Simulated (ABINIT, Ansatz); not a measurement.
# BaZrO3 (Pm-3m): third-order response, part 3 of 3

Which lines does BaZrO3 (Pm-3m) show in Raman and infrared spectra?

ABINIT 10.8.3; DFT LDA, scalar-relativistic, plane waves, PseudoDojo norm-conserving pseudopotentials.

So far, mean static dielectric tensor (ions relaxed, fixed cell): step 7 (modes with the sum rule) 62.6.

## 8. A second program

The same cell goes through another code at the same cutoff. The files are of one family, but Ansatz's library holds files of its own making for some heavy elements, so those for Ba may differ. Its k mesh is centred on Γ.

This step: DFT LDA, scalar-relativistic, plane waves, norm-conserving pseudopotentials of its library (PseudoDojo's, some remade) (Ansatz 0.2.0).

input.yaml

```yaml
crystal:
  lattice:
    - [4.1497159948, 0.0, 0.0]
    - [0.0, 4.1497159948, 0.0]
    - [0.0, 0.0, 4.1497159948]
  atoms:
    - { symbol: Ba, position: [0.0, 0.0, 0.0] }
    - { symbol: Zr, position: [0.5, 0.5, 0.5] }
    - { symbol: O, position: [0.0, 0.5, 0.5] }
    - { symbol: O, position: [0.5, 0.0, 0.5] }
    - { symbol: O, position: [0.5, 0.5, 0.0] }
kpoints:
  mp_grid: { grid: [6, 6, 6] }
hamiltonian:
  xc: lda
  pseudopotentials: { kind: nc, accuracy: standard }
scf:
  occupations: { method: fixed }
output:
  eigenvalues: true
basis:
  ecutwfc: 979.61
phonons:
  method: dfpt
  dielectric: true
  rigid_motions: translations
  raman: true
```

Started as:

```sh
$ ansatz run input.yaml --threads 16 --pin off --max-ram 32768MiB --backend cpu --events-out ev --progress --plain --runs-dir out
```

What it wrote:

```text
Warning: basis.ecutwfc = 979.61 eV is below the records' recommended 1142.878222 eV, and the density's cutoff is lower with it unless basis.ecutrho_ratio is high enough to keep the records' density cutoff: compare with a run at a higher cutoff
Engine: ansatz 0.2.0, aarch64-unknown-linux-gnu
Pseudopotentials: kind: nc
Pseudopotential: Ba, nc, valence charge 10, recommended cutoff 770 eV (normal), Ba.nc.azcp (PseudoDojo's, or run here from an input of PseudoDojo's; its table is named by hamiltonian.pseudopotentials.accuracy)
Pseudopotential: Zr, nc, valence charge 12, recommended cutoff 952.398519 eV (normal), Zr.nc.azcp (PseudoDojo's, or run here from an input of PseudoDojo's; its table is named by hamiltonian.pseudopotentials.accuracy)
Pseudopotential: O, nc, valence charge 6, recommended cutoff 1142.878222 eV (normal), O.nc.azcp (PseudoDojo's, or run here from an input of PseudoDojo's; its table is named by hamiltonian.pseudopotentials.accuracy)
Functional definition: SPW92
  exchange = slater_x
  correlation = pw_c
Crystal: 5 atoms, lattice volume = 71.459 Å³
Basis set: ecut = 979.61 eV, 4945 PW (Γ), exchange–correlation on 90×90×90 points (8 copies of the dense FFT grid, shifted against one another)
Bands: 25, of which v1, the nominal top of the filled ones, is band 20 counted from 1 (19 counted from 0)
Symmetry: 48 space group operations
k-points: 80 of 216 (irreducible under 2 space group operations, time reversal used)
Non-local potential: Ba, projectors of the file, l = 0: 2, l = 1: 2, l = 2: 2, l = 3: 2
Non-local potential: Zr, projectors of the file, l = 0: 2, l = 1: 2, l = 2: 2
Non-local potential: O, projectors of the file, l = 0: 2, l = 1: 2, l = 2: 1
Initial density: superposition of atomic densities (chi_scale 0.1, normalization cell, long waves kept (reshape's long-wave potential 0.00 eV rms))
Initial wavefunctions: pseudopotential atomic-orbital guess
Functional: x = slater, c = lda
SCF iter   1: F=—  HF=-3501.839772 eV  |F-HF|=—  |Δ(HF+E_count)|=         —  Δρ=5.13e-2  dr2=1.24e0  ethr=3.10e-3  ⟨swp⟩=7.4  Hψ=9293  notcnv=0  defer=186
preconditioner: auto → Resta (q_TF=auto, 2.477 Å⁻¹)  ε∞=3.8  [insulator: Δε(μ)=2.891 eV  Ē_g=16.150 eV  n_scr=18 (ndim 8)  ℏωp=27.1 eV  f_vac=0.000  ε∞_Penn≈3.8]
SCF iter   2: F=—  HF=-3501.524191 eV  |F-HF|=—  |Δ(HF+E_count)|=   3.16e-1  Δρ=2.30e-2  dr2=3.50e-1  ethr=3.09e-3  ⟨swp⟩=3.2  Hψ=3602  notcnv=0  defer=202
SCF iter   3: F=—  HF=-3501.430599 eV  |F-HF|=—  |Δ(HF+E_count)|=   9.36e-2  Δρ=1.34e-2  dr2=8.92e-2  ethr=8.74e-4  ⟨swp⟩=3.9  Hψ=3622  notcnv=0  defer=211
SCF iter   4: F=—  HF=-3501.409890 eV  |F-HF|=—  |Δ(HF+E_count)|=   2.07e-2  Δρ=2.40e-3  dr2=1.78e-3  ethr=2.23e-4  ⟨swp⟩=3.3  Hψ=3436  notcnv=0  defer=215
SCF iter   5: F=—  HF=-3501.410152 eV  |F-HF|=—  |Δ(HF+E_count)|=   2.62e-4  Δρ=6.81e-4  dr2=1.53e-4  ethr=4.46e-6  ⟨swp⟩=2.9  Hψ=3739  notcnv=0  defer=232
SCF iter   6: F=—  HF=-3501.410143 eV  |F-HF|=—  |Δ(HF+E_count)|=   9.19e-6  Δρ=1.23e-4  dr2=4.00e-6  ethr=3.83e-7  ⟨swp⟩=2.2  Hψ=3094  notcnv=0  defer=229
SCF iter   7: F=—  HF=-3501.410085 eV  |F-HF|=—  |Δ(HF+E_count)|=   5.77e-5  Δρ=2.19e-5  dr2=1.81e-7  ethr=1.00e-8  ⟨swp⟩=2.6  Hψ=3701  notcnv=0  defer=229
SCF iter   8: F=—  HF=-3501.410085 eV  |F-HF|=—  |Δ(HF+E_count)|=  2.51e-10  Δρ=3.90e-6  dr2=6.51e-9  ethr=4.52e-10  ⟨swp⟩=2.1  Hψ=3256  notcnv=0  defer=229
SCF iter   9: F=-3501.410085 eV  HF=-3501.410085 eV  |F-HF|=2.41e-11  |Δ(HF+E_count)|=  2.64e-10  Δρ=3.59e-7  dr2=6.27e-11  ethr=1.00e-12  ⟨swp⟩=21.8  Hψ=23512  notcnv=0
SCF 1 converged in 9 iterations: F = -3501.410085 eV  dr2 = 6.27e-11
DFPT response loops at Γ: preconditioner auto → none (the input reference at scf.mixing.eps_inf says where Resta's filter doesn't serve); β = 0.50; Broyden in place of MSR1
── the response to a field inside a basis, on 8×8×8 k-points: an SCF that follows is theirs, and a resumed run solves both again ──
Bands: 21, of which v1, the nominal top of the filled ones, is band 20 counted from 1 (19 counted from 0)
k-points: 20
Initial density: handed on by an earlier stage of this run
Initial wavefunctions: pseudopotential atomic-orbital guess (no wavefunctions were taken with the density)
Eigensolver: Dense (20 Hₖ)
SCF iter   1: F=—  HF=-3501.406151 eV  |F-HF|=—  |Δ(HF+E_count)|=         —  Δρ=5.74e-4  dr2=2.12e-5  ethr=1.00e-1
preconditioner: auto → Resta (q_TF=auto, 2.477 Å⁻¹)  ε∞=4.3  [insulator: Δε(μ)=3.381 eV  Ē_g=15.006 eV  n_scr=18 (ndim 8)  ℏωp=27.1 eV  f_vac=0.000  ε∞_Penn≈4.3]
SCF iter   2: F=—  HF=-3501.406156 eV  |F-HF|=—  |Δ(HF+E_count)|=   4.32e-6  Δρ=2.94e-4  dr2=5.17e-6  ethr=5.30e-8
SCF iter   3: F=—  HF=-3501.406158 eV  |F-HF|=—  |Δ(HF+E_count)|=   2.03e-6  Δρ=9.50e-5  dr2=7.88e-7  ethr=1.29e-8
SCF iter   4: F=—  HF=-3501.406158 eV  |F-HF|=—  |Δ(HF+E_count)|=   1.73e-7  Δρ=3.50e-6  dr2=4.57e-9  ethr=1.97e-9
SCF iter   5: F=-3501.406158 eV  HF=-3501.406158 eV  |F-HF|=0.00e0  |Δ(HF+E_count)|=   1.15e-9  Δρ=4.16e-7  dr2=7.66e-11  ethr=1.14e-11
SCF 1 converged in 5 iterations: F = -3501.406158 eV  dr2 = 7.66e-11
DFPT response loops at Γ: mixed as the last ones told, above
DFPT response loops at Γ: mixed as the last ones told, above
SCF converged after 9 iterations
Free energy (F): -3501.410085 eV
Harris-Foulkes:  -3501.410085 eV  (|F-HF|=2.41e-11)
Internal energy: -3501.410085 eV  (E = F + TS)
E sigma→0 (E₀):  -3501.410085 eV
Fermi energy:    9.909144 eV
--- Per-component energies (eV) ---
  E_band       = -82.472233
  E_kinetic    = 1476.501963
  E_local      = -2160.537352  (includes V_loc(G=0)·N_el)
  E_nonlocal   = 34.609772
  E_hartree    = 660.395157
  E_xc         = -791.582524
  E_vxc        = -753.836632  (∫ρ·V_xc dr)
  E_ewald      = -2720.797101
  E_smearing   = -0.000000  (= −TS)
  E_closure    = 0.000000  (closes the sum)
  Σ components = -3501.410085   (vs F -3501.410085, Δ=0.00e0)
--- Band table (eV; the first three rows and the last of 80) ---
  k-point 0: bands = [... 16 lower, 8.8551, 9.7589, 9.7589, 9.7589, 13.1106, 13.1106, 13.1106, 14.5915, ... 1 higher]
  k-point 1: bands = [... 16 lower, 8.6564, 9.0693, 9.6726, 9.6726, 13.1974, 13.7507, 13.7507, 15.0330, ... 1 higher]
  k-point 2: bands = [... 16 lower, 8.3108, 8.3336, 9.5695, 9.5695, 13.3922, 15.0359, 15.0359, 15.9511, ... 1 higher]
  k-point 79: bands = [... 16 lower, 7.3954, 9.9091, 9.9091, 9.9091, 16.0685, 16.0685, 16.0685, 17.1423, ... 1 higher]
--- Phonons (Γ-DFPT): 4 representative perturbations + reference, on 80 of 216 k-points (Σ response iterations 13) ---
  k mesh reduced under 2 symmetry operations, with k and −k counted as one. Each operation leaves every solved perturbation unchanged. A smaller set is not considered because the run solves the response to a homogeneous field
  ASR residual: 5.452e-4 → 0.000e0 eV/Å²; symmetrization residual: 6.077e-6 eV/Å²
  ASR residual per site (eV/Å²): 1.58e-4 5.45e-4 4.02e-4 4.02e-4 4.02e-4
  Γ frequencies (cm⁻¹): 0.00 0.00 0.00 88.83 88.83 88.83 167.69 167.69 167.69 193.20 193.20 193.20 524.89 524.89 524.89
  ε∞ (high-frequency dielectric tensor):
        4.894632    -0.000000     0.000000
       -0.000000     4.894632     0.000000
        0.000000     0.000000     4.894632
  ε⁰ (static dielectric tensor: ions relaxed, cell fixed):
       74.487218     0.000000     0.000000
        0.000000    74.487218    -0.000000
        0.000000    -0.000000    74.487218
  ε⁰ − ε∞ (ionic part):
       69.592586     0.000000     0.000000
        0.000000    69.592586    -0.000000
        0.000000    -0.000000    69.592586
  softest optical mode at Γ: 88.83 cm⁻¹; the repairs (sum rule, projections) moved no ω² at Γ by more than (2.90 cm⁻¹)²
  Born effective charges Z* (e; rows j = field, columns β = displacement):
    site 0:
         2.74690   -0.00000    0.00000
         0.00000    2.74690    0.00000
         0.00000    0.00000    2.74690
    site 1:
         6.10481   -0.00000    0.00000
         0.00000    6.10481    0.00000
         0.00000   -0.00000    6.10481
    site 2:
        -4.78767    0.00000   -0.00000
         0.00000   -2.03202    0.00000
         0.00000    0.00000   -2.03202
    site 3:
        -2.03202   -0.00000    0.00000
        -0.00000   -4.78767    0.00000
         0.00000    0.00000   -2.03202
    site 4:
        -2.03202    0.00000    0.00000
        -0.00000   -2.03202    0.00000
        -0.00000    0.00000   -4.78767
  Z* charge neutrality: 6.285e-4 e pre-enforcement
  solved inside a basis spanned on kpoints, on 8×8×8 k-points transformed towards the longest dipole: ε∞ is read to err by 1.3e-2, Z* by 2.0e-2 e (field_mesh: kpoints solves on kpoints); Z* is corrected for what the basis lacks
  Raman tensors (in the event stream and the table raman_tensors.tsv): an entry may err by 2.6e-3 Å², one of the second-order susceptibility by 1.5e-19 pm/V (basis, points and sum rule); their sum over the sites missed zero by 1.863e-20 Å² ahead of its enforcement
  optical modes at Γ without the LO–TO term, one row a degenerate level:
      ω (cm⁻¹)  modes    IR ((D/Å)²/amu)  static Raman (Å⁴/amu)  depolarisation
         88.83      3            40.6234                 0.0000               —
        167.69      3             0.0000                 0.0000               —
        193.20      3            59.9433                 0.0000               —
        524.89      3            66.3986                 0.0000               —
  optical modes at Γ + LO–TO along q̂ = [1.0000, 0.0000, 0.0000]:
      ω (cm⁻¹)  modes    IR ((D/Å)²/amu)  static Raman (Å⁴/amu)  depolarisation
         88.83      2            27.0822                 0.0000               —
        135.29      1             0.1490                 0.0000               —
        167.69      3             0.0000                 0.0000               —
        193.20      2            39.9622                 0.0000               —
        363.96      1             6.4617                 0.0000               —
        524.89      2            44.2657                 0.0000               —
        713.68      1            49.0444                 0.0000               —
  optical modes at Γ + LO–TO along q̂ = [0.0000, 1.0000, 0.0000]:
      ω (cm⁻¹)  modes    IR ((D/Å)²/amu)  static Raman (Å⁴/amu)  depolarisation
         88.83      2            27.0822                 0.0000               —
        135.29      1             0.1490                 0.0000               —
        167.69      3             0.0000                 0.0000               —
        193.20      2            39.9622                 0.0000               —
        363.96      1             6.4617                 0.0000               —
        524.89      2            44.2657                 0.0000               —
        713.68      1            49.0444                 0.0000               —
  optical modes at Γ + LO–TO along q̂ = [0.0000, 0.0000, 1.0000]:
      ω (cm⁻¹)  modes    IR ((D/Å)²/amu)  static Raman (Å⁴/amu)  depolarisation
         88.83      2            27.0822                 0.0000               —
        135.29      1             0.1490                 0.0000               —
        167.69      3             0.0000                 0.0000               —
        193.20      2            39.9622                 0.0000               —
        363.96      1             6.4617                 0.0000               —
        524.89      2            44.2657                 0.0000               —
        713.68      1            49.0444                 0.0000               —
```

Wall time 79 s (16 threads of Arm Neoverse V2, shared host); peak memory 5.6 GiB.

This step gave:

* gap on the k-mesh: 3.201 eV
* sum-rule residual before enforcement: 5.45e-4 eV/Å²
* miss of the charge sum rule: 6.28e-4 e
* estimated error of the dielectric tensor: 0.01310
* estimated error of the Born charges: 0.02004 e
* lowest optical zone-centre mode: 88.83 cm⁻¹
* mean high-frequency dielectric constant: 4.895
* largest Born charge in size (third of the trace): 6.105 e
* mean static dielectric constant: 74.49
* highest mode moved by the LO-TO term: 713.7 cm⁻¹

Transverse modes. Infrared lines, with heights relative to the strongest:

```tsv
position (cm⁻¹)	label	IR intensity ((D/Å)²/amu), degenerate modes summed, relative
89	T1u	61
168	T2u	0.0
193	T1u	90
525	T1u	100
```

## 9. The two compared: ABINIT PseudoDojo and Ansatz, library NC

Worked out from the results:

```
root-mean-square difference : 5.85 cm⁻¹
largest difference          : 9.17 cm⁻¹
```

Optical modes, paired by symmetry label. Frequencies side by side, by row:

```tsv
q (reciprocal lattice)	mode	ABINIT PseudoDojo (cm⁻¹)	Ansatz, library NC (cm⁻¹)
0 0 0	4	98	88.83
0 0 0	5	98	88.83
0 0 0	6	98	88.83
0 0 0	7	174.5	167.7
0 0 0	8	174.5	167.7
0 0 0	9	174.5	167.7
0 0 0	10	195.7	193.2
0 0 0	11	195.7	193.2
0 0 0	12	195.7	193.2
0 0 0	13	524.9	524.9
0 0 0	14	524.9	524.9
0 0 0	15	524.9	524.9
```

The two runs side by side. Further quantities:

```tsv
quantity	ABINIT PseudoDojo	Ansatz, library NC
mean ε∞	4.886	4.895
largest Born charge in size (e; the first before, the second after the charge sum rule)	6.107	6.105
summed IR intensity ((D/Å)²/amu)	166.7	167
summed Raman activity (Å⁴/amu)	0	0
```

At the zone centre the largest difference (acoustic modes at Γ apart) is 2 % of the highest mode, but 9 % of the mode at 98 cm⁻¹ on which it sits.

## 10. What came out

| Quantity | Value |
| --- | --- |
| space group after relaxation | Pm-3m |
| volume per atom | 14.3 Å³ |
| highest optical zone-centre mode (no LO-TO term) | 524.9 cm⁻¹ |
| lowest optical zone-centre mode | 98.0 cm⁻¹ |
| highest mode moved by the LO-TO term | 713.8 cm⁻¹ |
| mean high-frequency dielectric constant | 4.89 |
| largest Born charge in size (third of the trace) | 6.11 e |
| mean static dielectric constant | 62.6 |
| imaginary optical modes at the zone centre (no q mesh in this session) | none |
| largest difference from Ansatz, library NC | 9.17 cm⁻¹ |

No mode is Raman active in this structure; the strongest infrared line lies at 525 cm⁻¹. At the LDA level the optical modes of BaZrO3 (Pm-3m) at the zone centre (no LO-TO term) run from 98 to 525 cm⁻¹. The base run prints -0.79 GPa, mostly the error of a finite basis; the relaxation, with a smoothed and higher cutoff, had brought the cell to rest. Along the directions run, the highest mode that the macroscopic field moves lies at 714 cm⁻¹. Lattice motion raises the mean dielectric constant from 4.886 to 62.65. ABINIT PseudoDojo and Ansatz, library NC differ by 5.8 cm⁻¹ in the root mean square and by 9.2 cm⁻¹ at most, 1.7 % of the highest mode compared (acoustic modes at Γ left out); the two use different potentials, and the cell was not relaxed for the second set. These are harmonic frequencies at zero temperature: anharmonic shifts and linewidths and thermal expansion are left out. Spin-orbit coupling is left out, which can matter for the heavy elements here. The published file for Ba has no f projectors, which tends to make oxide cells too large. Ansatz warns that the cutoff lies 14 % under the one recommended for these files; agreement at one cutoff is not convergence. The total energies of the two programs lie far apart, so at least one potential file in Ansatz's library differs from the published one read by the first program.

Calculation against experiment:

```
                                       quantity  measured  LDA PseudoDojo norm-conserving, ABINIT  LDA norm-conserving PseudoDojo
                         lattice constant a (Å)     4.192                          4.150 (-1.0 %)                               -
static dielectric constant (mean of the tensor)        40                         62.65 (+56.6 %)                 74.49 (+86.2 %)
```

Measured values from arxiv:cond-mat/0602127 (2006) and arxiv:1312.3131 (2013).

How well it matches: The lattice constant a is off by -1.0 %: fair agreement. The static dielectric constant is off by +56.6 % at LDA PseudoDojo norm-conserving, ABINIT. The grades are ours: good and fair within 0.7 and 1.5 % for the lattice constant a and 10 and 25 % for the static dielectric constant. For lattice constants and static dielectric constant the calculation has a static lattice, without zero-point motion or thermal expansion (measured at up to 300 K).

[Host names and launcher messages were left out of these logs when they were recorded.]

[Logs are printed without paths, hosts, clocks, repeated set-up lines and the standing remarks that a program may print on its own settings, such as how far it seeks lower states.]

[Hosts, paths, dates, database ids (printed as entryN), source tags and the programs' standing remarks are cut or masked in the printed files.]
